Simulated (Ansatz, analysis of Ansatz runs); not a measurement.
# Interstitial H in hcp Be, hop from a tetrahedral to the next octahedral site: migration barrier against experiment, part 2 of 2

Subject: interstitial H in hcp Be, hop from a tetrahedral to the next octahedral site. Wanted: its migration barrier, in one set-up (LDA, 36-site cell, LDA lattice, 420 eV, k: 5x5x4 Gamma-centred). The model is a cell of 36 host atoms with 1 H put in. The barrier is the energy of the highest image of a climbing band over the relaxed site that the atom leaves. A local or semilocal functional is the cheapest first rung.

Ansatz 0.2.0; LDA, 36-site cell, LDA lattice, 420 eV, k: 5x5x4 Gamma-centred.

So far: Starting point; Relaxation, charge 0.

## (3) Nudged elastic band

A band of images joins the two ends; its highest image climbs to the saddle, whose energy over the site left is the barrier.

This step: plane-wave PAW DFT, LDA; nudged elastic band between two relaxed defect structures at fixed charge.

Contents of neb/input.yaml:

```yaml
crystal:
  lattice:
    - [6.6783209, 0.0, 0.0]
    - [-3.33916045, 5.78359555, 0.0]
    - [0.0, 0.0, 7.03333808]
  atoms:
    - { symbol: Be, position: [0.111979828, 0.222441171, 0.126180964] }
    - { symbol: Be, position: [0.221543003, 0.109752673, 0.376370818] }
    - { symbol: Be, position: [0.110858284, 0.221401436, 0.626503202] }
    - { symbol: Be, position: [0.222033342, 0.110733351, 0.876466056] }
    - { symbol: Be, position: [0.111979828, 0.556205324, 0.126180964] }
    - { symbol: Be, position: [0.197853631, 0.432260149, 0.374693758] }
    - { symbol: Be, position: [0.110858284, 0.556123514, 0.626503202] }
    - { symbol: Be, position: [0.222489161, 0.444577914, 0.875421986] }
    - { symbol: Be, position: [0.111111111, 0.888888889, 0.127491331] }
    - { symbol: Be, position: [0.221543003, 0.778456997, 0.376370818] }
    - { symbol: Be, position: [0.111111111, 0.888888889, 0.625669406] }
    - { symbol: Be, position: [0.222033342, 0.777966658, 0.876466056] }
    - { symbol: Be, position: [0.443794676, 0.222441171, 0.126180964] }
    - { symbol: Be, position: [0.55240509, 0.109535878, 0.376668679] }
    - { symbol: Be, position: [0.443876486, 0.221401436, 0.626503202] }
    - { symbol: Be, position: [0.556718036, 0.111692352, 0.876420758] }
    - { symbol: Be, position: [0.444444444, 0.555555556, 0.121927726] }
    - { symbol: Be, position: [0.567739851, 0.432260149, 0.374693758] }
    - { symbol: Be, position: [0.444444444, 0.555555556, 0.625436511] }
    - { symbol: Be, position: [0.555422086, 0.444577914, 0.875421986] }
    - { symbol: Be, position: [0.443794676, 0.888020172, 0.126180964] }
    - { symbol: Be, position: [0.567739851, 0.802146369, 0.374693758] }
    - { symbol: Be, position: [0.443876486, 0.889141716, 0.626503202] }
    - { symbol: Be, position: [0.555422086, 0.777510839, 0.875421986] }
    - { symbol: Be, position: [0.777777778, 0.222222222, 0.129863673] }
    - { symbol: Be, position: [0.890464122, 0.109535878, 0.376668679] }
    - { symbol: Be, position: [0.777777778, 0.222222222, 0.623879361] }
    - { symbol: Be, position: [0.888307648, 0.111692352, 0.876420758] }
    - { symbol: Be, position: [0.777558829, 0.556205324, 0.126180964] }
    - { symbol: Be, position: [0.890464122, 0.44759491, 0.376668679] }
    - { symbol: Be, position: [0.778598564, 0.556123514, 0.626503202] }
    - { symbol: Be, position: [0.888307648, 0.443281964, 0.876420758] }
    - { symbol: Be, position: [0.777558829, 0.888020172, 0.126180964] }
    - { symbol: Be, position: [0.890247327, 0.778456997, 0.376370818] }
    - { symbol: Be, position: [0.778598564, 0.889141716, 0.626503202] }
    - { symbol: Be, position: [0.889266649, 0.777966658, 0.876466056] }
    - { symbol: H, position: [0.444444444, 0.555555556, 0.39900083] }
basis:
  ecutwfc: 420
  xc_grid: 2
hamiltonian:
  xc: lda
kpoints:
  mp_grid: { grid: [5, 5, 4] }
scf:
  occupations: { method: methfessel_paxton, width: 0.1 }
  max_iter: 120
output:
  forces: true
neb:
  images: 3
  f_tol: 0.04
  climbing: true
  initial_path: idpp
  max_iterations: 45
  order_check: false
  final_atoms:
    - { symbol: Be, position: [0.111304625, 0.222525903, 0.126087047] }
    - { symbol: Be, position: [0.218415242, 0.103490443, 0.373357182] }
    - { symbol: Be, position: [0.10335473, 0.218550955, 0.629037778] }
[... 2 atom lines left out ...]
    - { symbol: Be, position: [0.218415242, 0.448671979, 0.373357182] }
    - { symbol: Be, position: [0.110082159, 0.557005063, 0.626791856] }
[... 7 atom lines left out ...]
    - { symbol: Be, position: [0.448536267, 0.218550955, 0.629037778] }
[... 1 atom line left out ...]
    - { symbol: Be, position: [0.444561319, 0.555782596, 0.126087047] }
    - { symbol: Be, position: [0.563596779, 0.448671979, 0.373357182] }
    - { symbol: Be, position: [0.448536267, 0.563732492, 0.629037778] }
[... 2 atom lines left out ...]
    - { symbol: Be, position: [0.55686935, 0.780398659, 0.375603104] }
    - { symbol: Be, position: [0.44500393, 0.889375555, 0.625954241] }
[... 7 atom lines left out ...]
    - { symbol: Be, position: [0.780262946, 0.557005063, 0.626791856] }
[... 3 atom lines left out ...]
    - { symbol: Be, position: [0.777711667, 0.889375555, 0.625954241] }
[... 1 atom line left out ...]
    - { symbol: H, position: [0.333475755, 0.333611467, 0.50119748] }
```

The run is started by

```bash
> ansatz run input.yaml --threads 2 --pin off --max-ram 3768MiB --backend cpu --events-out ev --progress --plain --runs-dir out
```

Numbers of over 12 decimals in the logs are rounded to 6 here.

What it wrote:

```text
[...]
Warning: neb: disabling space-group detection — the band's intermediate images generally break the endpoint symmetry, so no spatial operation reduces the k-mesh or symmetrises the density, except that a semilocal band can use its path's symmetry ahead of [...]
[...]
parallel-image band execution: 2 concurrent image workers
NEB image 0
Crystal: 37 atoms, lattice volume = 271.661 Å³
Basis set: ecut = 420 eV, 5279 PW (Γ), exchange–correlation on 90×90×96 points (8 copies of the dense FFT grid, shifted against one another)
Bands: 74, of which v1, the nominal top of the filled ones, is band 37 counted from 1 (36 counted from 0)
Symmetry: 1 space group operations
k-points: 51 of 100 (time reversal used)
[...]
SCF iter   1: F=—  HF=-3190.394062 eV  |F-HF|=—  |Δ(HF+E_count)|=         —  Δρ=3.56e-3  dr2=6.30e-2  ethr=1.77e-3  ⟨swp⟩=7.7  Hψ=22960  notcnv=0  defer=460
[...]
SCF iter   5: F=-3190.376254 eV  HF=-3190.376254 eV  |F-HF|=2.13e-8  |Δ(HF+E_count)|=   2.90e-7  S|Δr|=    0.00e0  Δρ=3.47e-6  dr2=3.98e-8  ethr=1.37e-10  ⟨swp⟩=4.0  Hψ=8326  notcnv=0
SCF 1 converged in 5 iterations: F = -3190.376254 eV  dr2 = 3.98e-8
[...]
NSCF: frozen V_eff on 51 k-points
NEB image 4
SCF iter   1: F=—  HF=-3190.258021 eV  |F-HF|=—  |Δ(HF+E_count)|=         —  Δρ=4.23e-3  dr2=3.77e-2  ethr=1.77e-3  ⟨swp⟩=8.1  Hψ=23094  notcnv=0  defer=397
[...]
SCF iter   6: F=-3190.243312 eV  HF=-3190.243312 eV  |F-HF|=1.74e-10  |Δ(HF+E_count)|=   7.34e-9  S|Δr|=    0.00e0  Δρ=3.19e-7  dr2=3.34e-10  ethr=4.54e-11  ⟨swp⟩=1.3  Hψ=8266  notcnv=0
SCF 2 converged in 6 iterations: F = -3190.243312 eV  dr2 = 3.34e-10
[...]
NEB end point (image 0): max|allowed force component| = 3.606e-3 eV/Å (the criterion of neb.relax_end_points is 1.000e-2)
NEB end point (image 4): max|allowed force component| = 6.963e-3 eV/Å (the criterion of neb.relax_end_points is 1.000e-2)
NEB image 1
SCF iter   1: F=—  HF=-3190.011945 eV  |F-HF|=—  |Δ(HF+E_count)|=         —  Δρ=3.26e-3  dr2=4.37e-2  ethr=1.77e-3  ⟨swp⟩=7.8  Hψ=23083  notcnv=0  defer=475
[...]
SCF iter   5: F=-3189.999941 eV  HF=-3189.999941 eV  |F-HF|=1.44e-8  |Δ(HF+E_count)|=   1.72e-7  S|Δr|=    0.00e0  Δρ=3.04e-6  dr2=2.84e-8  ethr=1.37e-10  ⟨swp⟩=3.6  Hψ=7961  notcnv=0
SCF 3 converged in 5 iterations: F = -3189.999941 eV  dr2 = 2.84e-8
NEB image 2
SCF iter   1: F=—  HF=-3189.737403 eV  |F-HF|=—  |Δ(HF+E_count)|=         —  Δρ=3.30e-3  dr2=3.75e-2  ethr=1.77e-3  ⟨swp⟩=7.8  Hψ=22841  notcnv=0  defer=506
[...]
SCF iter   5: F=-3189.724427 eV  HF=-3189.724427 eV  |F-HF|=9.33e-9  |Δ(HF+E_count)|=   1.07e-7  S|Δr|=    0.00e0  Δρ=2.50e-6  dr2=1.86e-8  ethr=1.37e-10  ⟨swp⟩=3.4  Hψ=7844  notcnv=0
SCF 4 converged in 5 iterations: F = -3189.724427 eV  dr2 = 1.86e-8
NEB image 3
SCF iter   1: F=—  HF=-3189.994889 eV  |F-HF|=—  |Δ(HF+E_count)|=         —  Δρ=3.69e-3  dr2=3.72e-2  ethr=1.77e-3  ⟨swp⟩=8.0  Hψ=22863  notcnv=0  defer=450
[...]
SCF iter   5: F=-3189.981051 eV  HF=-3189.981051 eV  |F-HF|=7.74e-9  |Δ(HF+E_count)|=   4.99e-8  S|Δr|=    0.00e0  Δρ=2.44e-6  dr2=1.68e-8  ethr=1.37e-10  ⟨swp⟩=3.3  Hψ=7827  notcnv=0
SCF 5 converged in 5 iterations: F = -3189.981051 eV  dr2 = 1.68e-8
NEB iter   1: max|band force component| = 8.542e-1 eV/Å  barrier→ = 0.6518 eV  barrier← = 0.5189 eV  Δτ_max = 0.0827 Å  (26 SCF iters)
NEB image 1
[...]
iter 1 solved again at ethr=2.44e-5 eV; its pass at ethr=3.10e-3 eV (dr2=1.78e-2 eV) is discarded
[...]
SCF iter   5: F=-3190.088539 eV  HF=-3190.088539 eV  |F-HF|=1.04e-9  |Δ(HF+E_count)|=   3.60e-8  S|Δr|=    0.00e0  Δρ=1.19e-6  dr2=3.20e-9  ethr=1.37e-10  ⟨swp⟩=3.7  Hψ=7918  notcnv=0
SCF 6 converged in 5 iterations: F = -3190.088539 eV  dr2 = 3.20e-9
NEB image 2
[...]
SCF iter   5: F=-3189.840367 eV  HF=-3189.840367 eV  |F-HF|=1.55e-9  |Δ(HF+E_count)|=   3.07e-8  S|Δr|=    0.00e0  Δρ=1.47e-6  dr2=4.82e-9  ethr=1.37e-10  ⟨swp⟩=3.5  Hψ=7809  notcnv=0
SCF 7 converged in 5 iterations: F = -3189.840367 eV  dr2 = 4.82e-9
NEB image 3
[...]
SCF iter   5: F=-3190.041158 eV  HF=-3190.041158 eV  |F-HF|=7.59e-10  |Δ(HF+E_count)|=   1.99e-8  S|Δr|=    0.00e0  Δρ=8.91e-7  dr2=1.94e-9  ethr=1.26e-10  ⟨swp⟩=1.7  Hψ=9276  notcnv=0
SCF 8 converged in 5 iterations: F = -3190.041158 eV  dr2 = 1.94e-9
NEB iter   2: max|band force component| = 7.493e-1 eV/Å  barrier→ = 0.5359 eV  barrier← = 0.4029 eV  Δτ_max = 0.1965 Å  (15 SCF iters)
NEB image 1
[...]
SCF iter   6: F=-3190.140814 eV  HF=-3190.140814 eV  |F-HF|=7.73e-11  |Δ(HF+E_count)|=   8.33e-9  S|Δr|=    0.00e0  Δρ=3.60e-7  dr2=2.61e-10  ethr=5.95e-11  ⟨swp⟩=1.4  Hψ=9683  notcnv=0
SCF 9 converged in 6 iterations: F = -3190.140814 eV  dr2 = 2.61e-10
NEB image 2
[...]
SCF iter   6: F=-3189.873866 eV  HF=-3189.873866 eV  |F-HF|=8.05e-11  |Δ(HF+E_count)|=   9.04e-9  S|Δr|=    0.00e0  Δρ=3.68e-7  dr2=2.83e-10  ethr=6.83e-11  ⟨swp⟩=1.2  Hψ=9514  notcnv=0
SCF 10 converged in 6 iterations: F = -3189.873866 eV  dr2 = 2.83e-10
NEB image 3
[...]
SCF iter   5: F=-3190.055662 eV  HF=-3190.055662 eV  |F-HF|=7.42e-9  |Δ(HF+E_count)|=   1.38e-7  S|Δr|=    0.00e0  Δρ=3.07e-6  dr2=2.08e-8  ethr=1.37e-10  ⟨swp⟩=4.0  Hψ=9641  notcnv=0
SCF 11 converged in 5 iterations: F = -3190.055662 eV  dr2 = 2.08e-8
NEB iter   3: max|band force component| = 1.122e0 eV/Å  barrier→ = 0.5024 eV  barrier← = 0.3694 eV  Δτ_max = 0.0962 Å  (17 SCF iters)
[...]
NEB iter   4: max|band force component| = 3.789e-1 eV/Å  barrier→ = 0.4506 eV  barrier← = 0.3176 eV  CI = image 2  Δτ_max = 0.0480 Å  (15 SCF iters)
[...]
NEB iter   5: max|band force component| = 1.312e-1 eV/Å  barrier→ = 0.4366 eV  barrier← = 0.3037 eV  CI = image 2  Δτ_max = 0.0381 Å  (15 SCF iters)
[...]
NEB iter   6: max|band force component| = 9.808e-2 eV/Å  barrier→ = 0.4329 eV  barrier← = 0.3000 eV  CI = image 2  Δτ_max = 0.0062 Å  (15 SCF iters)
NEB image 1
[...]
SCF iter   5: F=-3190.175889 eV  HF=-3190.175889 eV  |F-HF|=2.82e-11  |Δ(HF+E_count)|=   1.06e-9  S|Δr|=    0.00e0  Δρ=1.93e-7  dr2=8.56e-11  ethr=7.52e-12  ⟨swp⟩=1.6  Hψ=7902  notcnv=0
SCF 21 converged in 5 iterations: F = -3190.175889 eV  dr2 = 8.56e-11
NEB image 2
[...]
SCF iter   5: F=-3189.943954 eV  HF=-3189.943954 eV  |F-HF|=3.55e-11  |Δ(HF+E_count)|=   2.21e-9  S|Δr|=    0.00e0  Δρ=2.10e-7  dr2=1.05e-10  ethr=1.49e-11  ⟨swp⟩=1.5  Hψ=9440  notcnv=0
SCF 22 converged in 5 iterations: F = -3189.943954 eV  dr2 = 1.05e-10
NEB image 3
[...]
SCF iter   4: F=-3190.097907 eV  HF=-3190.097907 eV  |F-HF|=1.16e-9  |Δ(HF+E_count)|=   2.94e-8  S|Δr|=    0.00e0  Δρ=7.15e-7  dr2=1.84e-9  ethr=1.18e-10  ⟨swp⟩=1.3  Hψ=9669  notcnv=0
SCF 23 converged in 4 iterations: F = -3190.097907 eV  dr2 = 1.84e-9
NEB image 1
[...]
NEB image 3
[...]
NEB image 2
[...]
the band table was solved once a step of the walk had ended and its energy, with any forces and stress, was formed, with the checks that follow a solve (16102 applications of the Hamiltonian). They found nothing against the state; [...]
NEB iter   7: max|band force component| = 1.530e-2 eV/Å  barrier→ = 0.4323 eV  barrier← = 0.2994 eV  CI = image 2  Δτ_max = 0.0000 Å  (14 SCF iters)
SCF converged after 5 iterations
[...]
Free energy (F): -3189.943954 eV
[...]
Internal energy: -3189.943095 eV  (E = F + TS)
E sigma→0 (E₀):  -3189.943739 eV
Entropy (-TS):   -0.000859 eV (-0.023 meV/atom)
Fermi energy:    8.848968 eV
[...]
--- Forces (eV/Å), atoms counted from 1 ---
  atom   1  Be     0.00069102    -0.00185924    -0.00058026
  atom   2  Be    -0.00055573     0.00178431     0.00003898
  atom   3  Be    -0.00105192    -0.00011570    -0.00137000
  [... 2 atoms left out ...]
  atom   6  Be     0.00212923    -0.00146177    -0.00200268
  atom   7  Be     0.00249476    -0.00063946    -0.00311693
  [... 9 atoms left out ...]
  atom  17  Be     0.00084915     0.00179297    -0.00046001
  atom  18  Be    -0.00121832    -0.00324641    -0.00546239
  atom  19  Be    -0.00126884     0.00585413     0.01565161
  [... 2 atoms left out ...]
  atom  22  Be    -0.00053193    -0.00257528     0.00134620
  atom  23  Be     0.00025330    -0.00107849    -0.00138978
  [... 11 atoms left out ...]
  atom  35  Be     0.00003063     0.00192989    -0.00016932
  [... 1 atom left out ...]
  atom  37  H     -0.00390423    -0.00010399    -0.00703848
  max |Σ_I F_I| component: 6.79e-7 eV/Å
--- Band table (eV; the first three rows and the last of 51) ---
[...]
[... further k-points left out ...]
this run last wrote the band of iteration 7 to <dir>
--- NEB band (5 images, 7 band iterations, 117 SCF iterations) ---
  forward barrier  = 0.432300 eV
  backward barrier = 0.299358 eV
  lagrangian_above_aufbau_ev (what the smearing adds, to first order; not taken off the barriers): saddle image -0.000983 eV, end points -0.002371 and +0.000619 eV
  climbing image's point = of an order that was not read
  energies are F+E_penalty+E_count in eV, relative to image 0
  image     s (Å)  Δ vs image 0  max|band force component| (eV/Å)
      0    0.0000      0.000000                                 —
      1    0.4034      0.200365                          1.242e-2
  *   2    0.8068      0.432300                          1.530e-2
      3    1.1708      0.278347                          4.435e-3
      4    1.5348      0.132942                                 —
  climbing-image geometry (image 2):
  cell:  # Å, volume = 271.6606 Å³
    - [6.6783209, 0.0, 0.0]
    - [-3.33916045, 5.78359555, 0.0]
    - [0.0, 0.0, 7.03333808]
  atoms:
    - { symbol: Be, position: [0.111102, 0.221589, 0.124943] }
    - { symbol: Be, position: [0.219984, 0.106608, 0.374048] }
    - { symbol: Be, position: [0.105815, 0.218551, 0.627193] }
    - { symbol: Be, position: [0.222678, 0.111997, 0.875422] }
    - { symbol: Be, position: [0.111895, 0.556863, 0.123041] }
    - { symbol: Be, position: [0.201094, 0.440091, 0.368462] }
    - { symbol: Be, position: [0.109835, 0.557517, 0.626931] }
    - { symbol: Be, position: [0.221566, 0.444432, 0.874555] }
    - { symbol: Be, position: [0.110542, 0.887775, 0.126492] }
    - { symbol: Be, position: [0.221357, 0.776693, 0.376037] }
    - { symbol: Be, position: [0.111515, 0.889706, 0.625345] }
    - { symbol: Be, position: [0.222697, 0.779319, 0.876013] }
    - { symbol: Be, position: [0.443819, 0.221590, 0.124931] }
    - { symbol: Be, position: [0.554975, 0.110398, 0.376669] }
    - { symbol: Be, position: [0.446128, 0.218536, 0.627188] }
    - { symbol: Be, position: [0.556187, 0.110991, 0.876969] }
    - { symbol: Be, position: [0.443625, 0.553926, 0.121385] }
    - { symbol: Be, position: [0.572373, 0.440113, 0.368463] }
    - { symbol: Be, position: [0.449467, 0.565588, 0.635692] }
    - { symbol: Be, position: [0.556227, 0.444431, 0.874482] }
    - { symbol: Be, position: [0.444077, 0.888405, 0.127330] }
    - { symbol: Be, position: [0.559375, 0.785417, 0.375498] }
    - { symbol: Be, position: [0.444765, 0.888368, 0.626392] }
    - { symbol: Be, position: [0.557324, 0.781307, 0.880082] }
    - { symbol: Be, position: [0.778113, 0.222903, 0.128329] }
    - { symbol: Be, position: [0.888751, 0.110387, 0.376657] }
    - { symbol: Be, position: [0.776891, 0.220420, 0.626054] }
    - { symbol: Be, position: [0.888124, 0.110988, 0.876984] }
    - { symbol: Be, position: [0.778292, 0.556848, 0.123055] }
    - { symbol: Be, position: [0.890097, 0.446847, 0.376882] }
    - { symbol: Be, position: [0.780961, 0.557502, 0.626879] }
    - { symbol: Be, position: [0.888565, 0.443811, 0.875286] }
    - { symbol: Be, position: [0.777627, 0.888402, 0.127341] }
    - { symbol: Be, position: [0.888636, 0.776682, 0.376045] }
    - { symbol: Be, position: [0.776914, 0.888327, 0.626377] }
    - { symbol: Be, position: [0.889939, 0.779329, 0.876002] }
    - { symbol: H, position: [0.390191, 0.446933, 0.461452] }
```

It took 21 min on 2 threads of Arm Neoverse V2, shared host; peak memory 2.7 GiB; 33 min of CPU time.

The path, image by image:

| image | path (Å) | energy (eV) | H37: x, y, z (Å) |
| --- | --- | --- | --- |
| 0 | 0.000 | 0.0000 | 1.113, 3.213, 2.806 |
| 1 | 0.403 | 0.2004 | 1.114, 2.945, 3.069 |
| 2 | 0.807 | 0.4323 | 1.113, 2.585, 3.246 |
| 3 | 1.171 | 0.2783 | 1.114, 2.262, 3.402 |
| 4 | 1.535 | 0.1329 | 1.113, 1.929, 3.525 |

This step gave:

```yaml
free_energy: -3189.9440 eV
smearing_term_ts: 8.59e-4 eV
barrier_forward: 0.4323 eV
barrier_backward: 0.2994 eV
```

## (4) What came out

```yaml
migration_barrier_saddle_less_minimum: 0.43 eV
energy_difference_of_the_two_ends: 0.13 eV
length_of_the_hop: 1.47 Å
time_of_the_whole_chain: 22 min on 2 threads
```

In words: Migration barrier: computed 0.43 eV, measured 0.611 eV; 0.18 eV below the measurement. The measured number is an Arrhenius activation energy of long-range diffusion; for H it holds zero-point energy, and trapping at vacancies and dislocations can raise it. One hop between neighbouring sites is computed at the host's lattice. Limits: the periodic copies of the defect are only 6.7 Å apart.

[Logs are printed without paths, hosts, clocks, repeated set-up lines and the standing remarks that a program may print on its own settings, such as how far it seeks lower states.]

[Hosts, paths, dates, database ids (printed as entryN), source tags and the programs' standing remarks are cut or masked in the printed files.]

[For some hosts the program warned that the k-mesh of the response run may be too coarse for force constants and the static dielectric constant; such warnings are not shown here.]
